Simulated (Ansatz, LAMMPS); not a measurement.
# Structural relaxation of glassy 79SiO2-9CaO-9Li2O-2NiO (mol %) (124 atoms), part 2 of 3

Aim: bring glassy 79SiO2-9CaO-9Li2O-2NiO (mol %) (124 atoms) to a nearby minimum of the energy and see what moves.

Ansatz 0.2.0; Kohn-Sham DFT, PBE, PAW (set soft_2), plane waves.

The cell: 34 Si, 4 Ca, 8 Li, 1 Ni and 77 O. The quench rate of 10 K/ps far exceeds what a furnace or splat quench reaches. The network of bonds at the start is that of the classical potential that made the cell. Without a Hubbard term or exact exchange, open shells on Ni are likely too delocalised. Sampling is at Γ alone, for a cell whose shortest periodic width is 12 Å.

So far. Step 3 (Relaxation): The relaxation changed the energy by -98.7 meV/atom, and atoms moved by 0.26 Å r.m.s., 0.76 Å at most.

## (4) Local order after relaxation

Density 2.53 g/cm³, 13.01 Å³ an atom.

Pair distribution functions g(r), in bins of 0.2 Å:

```
r (Å)  total   O-O   O-Si  O-Li  O-Ca  O-Ni  Si-Si
 1.50   0.40  0.00   1.19  0.00  0.00  0.00   0.00
 1.70   3.90  0.00  11.30  0.66  0.00  0.00   0.00
 1.90   0.34  0.00   0.00  3.72  0.00  4.39   0.00
 2.10   0.36  0.00   0.00  3.12  1.80  4.07   0.00
 2.30   0.15  0.00   0.00  0.41  2.46  0.00   0.00
 2.50   0.52  1.04   0.00  0.33  1.67  1.31   0.00
 2.70   2.17  5.23   0.00  0.28  1.14  0.00   0.00
 2.90   0.42  0.39   0.03  0.49  0.47  0.00   1.15
 3.10   0.87  0.71   0.08  0.75  0.64  0.00   4.73
 3.30   0.82  0.76   0.65  0.67  0.59  0.80   1.06
 3.50   0.89  0.80   1.01  1.19  0.85  0.65   0.00
 3.70   1.21  0.97   1.60  1.67  0.76  1.22   0.24
 3.90   1.06  0.77   1.80  0.55  0.82  1.64   0.14
 4.10   1.23  0.66   2.09  1.24  0.87  1.50   0.72
 4.30   1.18  0.61   1.73  1.97  1.24  1.39   1.13
 4.50   1.01  0.93   0.95  1.30  1.34  0.83   1.38
 4.70   0.93  0.97   0.65  0.75  1.71  1.53   1.60
 4.90   1.13  1.61   0.61  0.88  1.50  0.69   1.57
 5.10   1.04  1.42   0.68  0.69  1.27  0.66   1.07
 5.30   0.99  1.31   0.64  0.85  0.66  0.58   1.19
 5.50   0.84  1.00   0.66  0.76  0.69  1.11   0.95
 5.70   0.92  0.83   0.89  0.97  1.03  1.29   1.26
```

Bonds by pair of elements; cutoffs follow the first minimum of g(r), held within bounds set by covalent radii, and pairs that aren't listed don't count as bonded:

```
pair A-B  cutoff (Å)  bonds  mean length (Å)  spread (Å)  shortest (Å)  B about A  A about B
    O-Si        2.12    137             1.64       0.036          1.57       1.78       4.03
    O-Li        2.48     31             2.02       0.149          1.78      0.403       3.88
    O-Ca        2.83     19             2.40       0.213          2.12      0.247       4.75
    O-Ni        2.27      4             1.99       0.042          1.92      0.052          4
```

How many atoms have how many bonded neighbours:

```
element  mean   2   3   4  5
     Ca  4.75   0   0   1  3
     Li  3.88   0   2   5  1
     Ni     4   0   0   1  0
      O  2.48  45  27   5  0
     Si  4.03   0   0  33  1
```

Bond angles, per cent of each kind in bins of 5°:

```
angle (°)  O-Si-O  Si-O-Si  O-Li-O  Li-O-Si  O-Ca-O
    55–60     0.0      0.0     0.0      0.0     2.8
    60–65     0.0      0.0     0.0      0.0     0.0
    65–70     0.0      0.0     2.2      0.0     0.0
    70–75     0.0      0.0     6.5      0.0     2.8
    75–80     0.0      0.0     2.2      0.0    11.1
    80–85     0.0      0.0     4.3      4.4    16.7
    85–90     1.4      0.0     4.3      6.7     5.6
    90–95     1.0      0.0     4.3      6.7     5.6
   95–100     2.4      0.0     6.5     11.1     8.3
  100–105    13.9      0.0     8.7      8.9     2.8
  105–110    37.5      0.0     8.7      8.9     5.6
  110–115    33.7      0.0    13.0     13.3     8.3
  115–120     8.2      1.7    13.0      8.9     5.6
  120–125     1.0      1.7     4.3      6.7     0.0
  125–130     0.0     10.0     6.5      6.7     2.8
  130–135     0.0     13.3     6.5      6.7     5.6
  135–140     0.0     18.3     2.2      2.2     0.0
  140–145     0.0     15.0     2.2      4.4     2.8
  145–150     0.5     15.0     2.2      2.2     2.8
  150–155     0.0      6.7     0.0      2.2     2.8
  155–160     0.0      8.3     2.2      0.0     5.6
  160–165     0.0      8.3     0.0      0.0     2.8
  165–170     0.5      1.7     0.0      0.0     0.0
```

Bond angles (no mean is given where the spread exceeds 20°):

```
  angle  count  mean (°)  spread (°)
 O-Si-O    208       109         7.2
Si-O-Si     60       142        11.4
 O-Li-O     46         -           -
Li-O-Si     45       112        17.6
 O-Ca-O     36         -           -
```

Oxygen atoms by the number of network formers (Si, P, Ge, B, Al, As, Ga) bound to them:

```
network formers bound to O  O atoms  per cent
                         0        0         0
                         1       17      22.1
                         2       60      77.9
```

Network units: each former by its oxygen neighbours and how many of them bridge to another former:

```
former  O neighbours  bridging O  atoms
    Si             4           1      1
    Si             4           2      2
    Si             4           3     10
    Si             4           4     20
    Si             5           5      1
```

Bond length by coordination (bonds to H left out):

```
element  coordination  atoms  mean bond length (Å)
     Ca             4      1                  2.27
     Ca             5      3                  2.43
     Li             3      2                  1.98
     Li             4      5                  2.02
     Li             5      1                  2.04
      O             2     45                  1.65
      O             3     27                  1.88
      O             4      5                  1.98
     Si             4     33                  1.64
     Si             5      1                  1.73
```

Rings of the network by King's shortest-path rule, up to 12 atoms, one path for each pair of neighbours; H, halogens, alkali and alkaline-earth atoms are left out, and the last column divides by all other atoms, bonded or not:

```
ring size (atoms)  rings  per network atom
                8      4             0.036
               10     16             0.143
               12      8             0.071
```

Counting bonds as in the table, 75 % of Ca atoms have 5, 62 % of Li atoms have 4, all Ni atoms have 4 and 58 % of O atoms have 2 bonded neighbours. The O-Si-O angle averages 109° with a spread of 7°. Counting bonds to Si alone, not to Ni, 78 % of the oxygens join two of these atoms and 22 % one. The commonest Si unit has 4 oxygens, 4 of them shared with other formers (20 of 34 atoms). Rings of 10 atoms are the most common (57 % of those counted); sizes run from 8 to 12, where the search stops.

## (5) Single point at the relaxed geometry

One more single point at the end of the walk gives the fuller output and checks the residual forces.

Contents of input.yaml:

```yaml
crystal:
  lattice:
    - [11.72958, 0.0, 0.0]
    - [0.0, 11.72958, 0.0]
    - [0.0, 0.0, 11.72958]
  atoms:
    - { symbol: Si, position: [0.50247, 0.1575, 0.07205] }
    - { symbol: Si, position: [0.41629, 0.38279, 0.96531] }
    - { symbol: Si, position: [0.078, 0.14036, 0.80605] }
    - { symbol: Si, position: [0.5605, 0.17423, 0.32072] }
    - { symbol: Si, position: [0.96134, 0.81573, 0.93652] }
    - { symbol: Si, position: [0.65706, 0.94489, 0.67292] }
    - { symbol: Si, position: [0.77715, 0.41039, 0.04224] }
    - { symbol: Si, position: [0.47676, 0.13009, 0.71995] }
    - { symbol: Si, position: [0.17244, 0.66973, 0.51822] }
    - { symbol: Si, position: [0.40482, 0.52475, 0.1878] }
    - { symbol: Si, position: [0.14378, 0.44766, 0.21695] }
    - { symbol: Si, position: [0.32399, 0.74884, 0.88671] }
    - { symbol: Si, position: [0.12606, 0.84859, 0.33259] }
    - { symbol: Si, position: [0.91585, 0.17355, 0.45317] }
    - { symbol: Si, position: [0.2526, 0.49802, 0.80886] }
    - { symbol: Si, position: [0.76607, 0.01872, 0.29658] }
    - { symbol: Si, position: [0.36936, 0.4917, 0.57008] }
    - { symbol: Si, position: [0.78287, 0.5541, 0.43728] }
    - { symbol: Si, position: [0.04088, 0.38857, 0.70793] }
    - { symbol: Si, position: [0.63397, 0.32801, 0.82271] }
    - { symbol: Si, position: [0.03181, 0.46449, 0.45536] }
    - { symbol: Si, position: [0.00961, 0.77338, 0.68359] }
    - { symbol: Si, position: [0.26797, 0.85951, 0.12139] }
    - { symbol: Si, position: [0.61797, 0.52693, 0.64404] }
    - { symbol: Si, position: [0.86555, 0.76713, 0.30091] }
    - { symbol: Si, position: [0.27775, 0.97316, 0.73141] }
    - { symbol: Si, position: [0.09604, 0.03289, 0.04425] }
    - { symbol: Si, position: [0.37124, 0.23879, 0.50367] }
    - { symbol: Si, position: [0.95575, 0.61151, 0.10016] }
    - { symbol: Si, position: [0.7602, 0.16392, 0.06584] }
    - { symbol: Si, position: [0.62708, 0.41718, 0.26526] }
    - { symbol: Si, position: [0.80586, 0.11891, 0.81826] }
    [... 86 atom lines left out ...]
    - { symbol: O, position: [0.05307, 0.09946, 0.15255] }
    - { symbol: O, position: [0.11056, 0.42118, 0.35049] }
    - { symbol: O, position: [0.78394, 0.08365, 0.95315] }
    - { symbol: O, position: [0.28894, 0.76879, 0.01899] }
    - { symbol: O, position: [0.87744, 0.68599, 0.18988] }
    - { symbol: O, position: [0.85893, 0.05079, 0.39107] }
magnetization:
  spin_polarized: true
kpoints:
  mp_grid: { grid: [1, 1, 1] }
hamiltonian:
  xc: pbe
scf:
  occupations: { method: fermi_dirac, width: 0.05 }
output:
  forces: true
  stress: true
  populations: intrinsic
  dos:
    method: { smearing: { sigma: 0.08 } }
    de: 0.1
    projected: { site_lists: { Ca: [Ca], Li: [Li], Ni: [Ni], O: [O], Si: [Si] } }
  eigenvalues: true
  write_density: true
  write_potential: true
  volumetric_format: npy
  elf: true
```

Run with:

```console
$ ansatz run input.yaml --threads 4 --pin off --max-ram 8192MiB --backend cpu --events-out ev --progress --plain --runs-dir out
```

Numbers of over 12 decimals in the logs are rounded to 6 here.

The log of the run:

```text
[...]
Crystal: 124 atoms, lattice volume = 1613.791 Å³
Basis set: ecut = 420 eV, 31463 PW (Γ), exchange–correlation on 160×160×160 points (8 copies of the dense FFT grid, shifted against one another)
Bands: 465, of which v1, the nominal top of the filled ones, is band 340 counted from 1 (339 counted from 0)
Symmetry: 1 space group operations
[...]
k-points: 1
[...]
Starting moments: Σ|m| = 2 μB on 1 of 124 sites
[...]
SCF iter   1: F=—  HF=-80300.976151 eV  |F-HF|=—  |Δ(HF+E_count)|=         —  Δρ=8.40e-2 (↑8.40e-2 ↓5.77e-2)  dr2=3.90e2  dr2_m=7.54e0  M=-0.043 μB ∫|m|=0.166 μB  β_m=0.30  ethr=3.10e-3  ⟨swp⟩=7.0  Hψ=4474  notcnv=0  defer=210
[...]
SCF iter  20: F=-80192.890348 eV  HF=-80192.890348 eV  |F-HF|=1.40e-9  |Δ(HF+E_count)|=   2.42e-9  Δρ=5.22e-7 (↑5.22e-7 ↓4.05e-7)  dr2=1.21e-8  dr2_m=3.75e-10  M=-2.000 μB ∫|m|=2.116 μB  ethr=1.47e-11  ⟨swp⟩=22.5  Hψ=8721  notcnv=0
SCF 1 converged in 20 iterations: F = -80192.890348 eV  dr2 = 1.21e-8
[...]
SCF converged after 20 iterations
Magnetization: -2.0000 μB (339.0000 up, 341.0000 down)
Absolute magnetization: 2.1150 μB (∫|ρ↑−ρ↓|, with the PAW one-centre terms)
[...]
Per-site moments (μB) at R_I (Å): [(-2.4152664421148546e-7, 0.654730), (7.197403292402851e-7, 0.658822), (-0.000143888, 0.664372), (-1.7403017701681344e-5, 0.661519), (6.402302915197696e-7, 0.657494), [...]
Free energy (F): -80192.890348 eV
[...]
Internal energy: -80192.890313 eV  (E = F + TS)
E sigma→0 (E₀):  -80192.890330 eV
Entropy (-TS):   -0.000035 eV (-0.000 meV/atom)
Fermi energy:    5.085163 eV
[...]
--- Forces (eV/Å), atoms counted from 1 ---
  atom   1  Si     0.00336695     0.00435904     0.00091515
  atom   2  Si     0.00238357     0.00399881     0.00518925
  atom   3  Si    -0.01578848    -0.00533543    -0.00566573
  atom   4  Si     0.00234334    -0.00317482    -0.00450948
  atom   5  Si    -0.00337410     0.01415629    -0.00087083
  atom   6  Si     0.01073729     0.00063900     0.00535188
  atom   7  Si    -0.00405978    -0.01472821    -0.01188638
  atom   8  Si    -0.00089496    -0.00775529    -0.00456910
  atom   9  Si    -0.00321939    -0.00185612    -0.00953835
  atom  10  Si    -0.00250242     0.00414431    -0.00278523
  atom  11  Si    -0.00418148    -0.00445309    -0.01453158
  atom  12  Si    -0.00131596    -0.00409932     0.00753057
  atom  13  Si    -0.01783211     0.00435264    -0.00376561
  atom  14  Si    -0.01027043     0.01703981    -0.01431410
[...]
atom 123  O     -0.00142418    -0.00369213    -0.00053638
  atom 124  O     -0.00533476     0.00331883     0.00019224
  max |Σ_I F_I| component: 8.51e-5 eV/Å
--- Stress (GPa, compression-positive) ---
        0.371420       1.462810       0.325001
        1.462805      -1.417309       0.400342
        0.325001       0.400336       1.110457
  P = ⅓ Tr σ = 0.0215 GPa (0.215 kbar)
--- Band table (eV) ---
[...]
--- intrinsic populations: 124 sites ---
  site symbol       q [e]    m [muB]
     0     Si      2.3409     0.0000
     1     Si      2.2817    -0.0000
     2     Si      2.2657    -0.0000
[...]
123      O      6.9342    -0.0006
  spilling = 0.000000 (of n_electrons = 680.000000)
```

Run time: 1.9 min. Hardware: 4 threads of Arm Neoverse V1, shared host; peak memory 4 GiB; 7.6 min of CPU time.

The program notes that the stability of the SCF solution was not settled.

Read from the output:

* free energy: -80192.8903 eV
* free energy per atom: -646.7169 eV/atom
* SCF cycles: 20
* pressure: 0.02152 GPa
* r.m.s. force component: 0.00621 eV/Å
* longest force: 0.03093 eV/Å
* Fermi energy: 5.085 eV
* gap (highest filled to lowest empty level): 1.044 eV
* total moment: -2 μB
* absolute moment: 2.115 μB

Intrinsic-atomic-orbital charges by element and coordination:

```
element  coordination  atoms  mean charge (e)  spread  least    most
     Ca           all      4             1.79  0.0076   1.78    1.80
     Ca             4      1             1.80       0   1.80    1.80
     Ca             5      3             1.78   0.006   1.78    1.79
     Li           all      8            0.793  0.0115  0.777   0.812
     Li             3      2            0.808  0.0043  0.803   0.812
     Li             4      5            0.789  0.0081  0.777   0.801
     Li             5      1            0.778       0  0.778   0.778
     Ni           all      1             1.15       0   1.15    1.15
      O           all     77           -0.944  0.0966  -1.20  -0.865
      O             2     45           -0.906  0.0684  -1.17  -0.865
      O             3     27           -0.985   0.103  -1.20  -0.886
      O             4      5            -1.07  0.0878  -1.15  -0.907
     Si           all     34             1.71  0.0493   1.56    1.77
     Si             4     33             1.71  0.0498   1.56    1.77
     Si             5      1             1.68       0   1.68    1.68
```

Magnetic moments by element and coordination:

```
element  coordination  atoms  mean moment (μB)  spread    least    most
     Ca           all      4            2.0e-4  3.0e-4        0  7.0e-4
     Ca             4      1                 0       0        0       0
     Ca             5      3            2.0e-4  3.0e-4        0  7.0e-4
     Li           all      8           -1.0e-4  2.0e-4  -7.0e-4  1.0e-4
     Li             3      2                 0       0        0       0
     Li             4      5           -2.0e-4  3.0e-4  -7.0e-4       0
     Li             5      1            1.0e-4       0   1.0e-4  1.0e-4
     Ni           all      1             -1.50       0    -1.50   -1.50
      O           all     77           -0.0035  0.0128  -0.0724  1.0e-4
      O             2     45           -9.0e-4  0.0031  -0.0165  1.0e-4
      O             3     27           -0.0035  0.0122  -0.0599       0
      O             4      5           -0.0273  0.0314  -0.0724       0
     Si           all     34           -1.0e-4  5.0e-4   -0.002  1.0e-4
     Si             4     33           -1.0e-4  5.0e-4   -0.002  1.0e-4
     Si             5      1                 0       0        0       0
```

(Part 2 of 3 ends here.)

[Logs are printed without paths, hosts, clocks, repeated set-up lines and the standing remarks that a program may print on its own settings, such as how far it seeks lower states.]

[Hosts, paths, dates, database ids (printed as entryN), source tags and the programs' standing remarks are cut or masked in the printed files.]
